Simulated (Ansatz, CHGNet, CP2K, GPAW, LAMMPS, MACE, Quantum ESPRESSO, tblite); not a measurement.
**Other levels on amorphous Ge (61 atoms)**

Density of this cell: 5.23 g/cm³. The cell holds 61 atoms: 61 Ge. Cell: a = 11.207 Å, b = 11.207 Å, c = 11.207 Å, α = 90.0°, β = 90.0°, γ = 90.0°. 61 atoms (61 Ge) placed at random at 5.23 g/cm³, melted at 3500 K for 10 ps at fixed volume with the Tersoff potential (Tersoff, Phys. Rev. B 39, 5566 (1989)). Quenched from 3500 K to 300 K at 6 K/ps and fixed volume, annealed at 1300 K for 20 ps, held 5 ps.

Geometry: as built.

The reference, a calculation:

| Property | Result |
| --- | --- |
| method | Kohn-Sham DFT, PBE, PAW, plane waves (Ansatz 0.2.0); cutoff 420 eV, Γ point, fermi-dirac smearing of 0.05 eV; PAW set soft_2 |
| r.m.s. force component | 0.4429 eV/Å |
| longest force | 1.411 eV/Å |
| pressure | 4.803 GPa |
| SCF cycles | 10 |
| time | 31 s on 4 threads of Arm Neoverse V2, shared host |
| CPU time | 2 min |

Q: Estimate the differences from the reference, the CPU time and the memory of each run.
- GPAW PBE, grid h 0.2 Å (GPAW 26.7.0; 4 MPI ranks)
- MACE MP-0b2 small potential (MACE MP-0b2 small; 1 thread)
- CP2K PBE, DZVP-UZH, 175/50 Ry, diagonalisation (CP2K 2026.2; 2 threads)
- CP2K BLYP, DZVP-MOLOPT-SR, 350/50 Ry, diagonalisation (CP2K 2026.2; 2 threads)
- CP2K PBE+rVV10L, DZVP-UZH, 350/50 Ry, diagonalisation (CP2K 2026.2; 2 threads)
- CP2K revPBE, PBE potentials, DZVP-UZH, 350/50 Ry, diagonalisation (CP2K 2026.2; 2 threads)
- CP2K PBE, DZVP-MOLOPT (SR for Ge), 350/50 Ry, diagonalisation (CP2K 2026.2; 2 threads)
- GPAW PBE, LCAO dzp, h 0.2 Å (GPAW 26.7.0; 1 thread)
- CP2K PBE, DZVP-UZH, 244/50 Ry, diagonalisation (CP2K 2026.2; 2 threads)
- GPAW LDA, LCAO dzp, h 0.2 Å (GPAW 26.7.0; 1 thread)

Differences are against the plane-wave reference, forces as r.m.s. over components; share is that over the reference's r.m.s. force, slope the least-squares factor from reference forces to these. Total energies of different programs have different zeros and aren't compared.

| run | Δ force, r.m.s. (meV/Å) | share (%) | slope | Δ pressure (GPa) | cores | CPU time | memory (GiB) |
| --- | --- | --- | --- | --- | --- | --- | --- |
| reference | - | - | - | - | 4 | 2 min | 2.1 |
| GPAW PBE, grid h 0.2 Å | 19.6 | 4.43 | 1.033 | - | 4 | 23 min | 3.9 |
| MACE MP-0b2 small potential | 193 | 43.5 | 0.798 | -1.82 | 1 | 6.8 s | 0.67 |
| CP2K PBE, DZVP-UZH, 175/50 Ry, diagonalisation (coarse) | 27.6 | 6.23 | 0.999 | 0.593 | 2 | 99 s | 0.84 |
| CP2K BLYP, DZVP-MOLOPT-SR, 350/50 Ry, diagonalisation | 96.3 | 21.7 | 0.938 | 1.81 | 2 | 92 s | 1.6 |
| CP2K PBE+rVV10L, DZVP-UZH, 350/50 Ry, diagonalisation | 34.0 | 7.69 | 1.003 | 0.306 | 2 | 4.9 min | 3.1 |
| CP2K revPBE, PBE potentials, DZVP-UZH, 350/50 Ry, diagonalisation | 28.8 | 6.49 | 0.996 | 0.847 | 2 | 2.4 min | 1.6 |
| CP2K PBE, DZVP-MOLOPT (SR for Ge), 350/50 Ry, diagonalisation | 24.1 | 5.43 | 0.992 | 0.830 | 2 | 89 s | 1.6 |
| GPAW PBE, LCAO dzp, h 0.2 Å | 54.0 | 12.2 | 1.085 | - | 1 | 2.5 min | 1.3 |
| CP2K PBE, DZVP-UZH, 244/50 Ry, diagonalisation (coarse) | 27.6 | 6.23 | 0.999 | 0.593 | 2 | 2 min | 1.2 |
| GPAW LDA, LCAO dzp, h 0.2 Å | 28.5 | 6.42 | 1.002 | - | 1 | 2.3 min | 1.3 |

Rows marked coarse were listed beforehand as settings not expected to be converged; some can still land near the reference.

Times of the machine-learned potentials are mostly Python's start and the loading of weights.

CPU time is summed over cores on a shared host, where runs went side by side, so it is rough. Symmetry, cutoffs, thresholds, outputs and thread counts weren't matched or tuned between programs; memory under MPI is the largest rank's times the ranks.

PBE on plane waves or a grid with other potentials, cutoffs or grids, coarse settings apart, differs from the reference by 4.4 % (GPAW PBE, grid h 0.2 Å) of the r.m.s. force; this holds the reference's own error, so differences of a few per cent don't tell which side is nearer the exact PBE result. The PBE runs in local orbitals, coarse settings apart, differ by 5.4 % (CP2K PBE, DZVP-MOLOPT (SR for Ge), 350/50 Ry, diagonalisation) to 12 % (GPAW PBE, LCAO dzp, h 0.2 Å); basis, grid and potentials can all enter. Machine-learned potentials differ by 44 % (MACE MP-0b2 small potential); they were trained on other programs' data. The cause of differences this large wasn't tested. Among those trained on PBE data the slope goes as low as 0.80. Rows with another functional or a dispersion term differ by 6.4 % (GPAW LDA, LCAO dzp, h 0.2 Å) to 22 % (CP2K BLYP, DZVP-MOLOPT-SR, 350/50 Ry, diagonalisation), which mixes the change of model with differences of basis and potentials, some of them made for another functional. Machine-learned potentials mimic data converged in k, so the reference's own k-point error enters their differences. The network of bonds at the start is that of the classical potential that made the cell, and needn't be the one that DFT or experiment would give. The electronic-structure runs sample only Γ, in a cell whose shortest periodic width is 11 Å, which is coarse for a cell with partly filled levels.

[Hosts, paths, dates, database ids (printed as entryN), source tags and the programs' standing remarks are cut or masked in the printed files.]
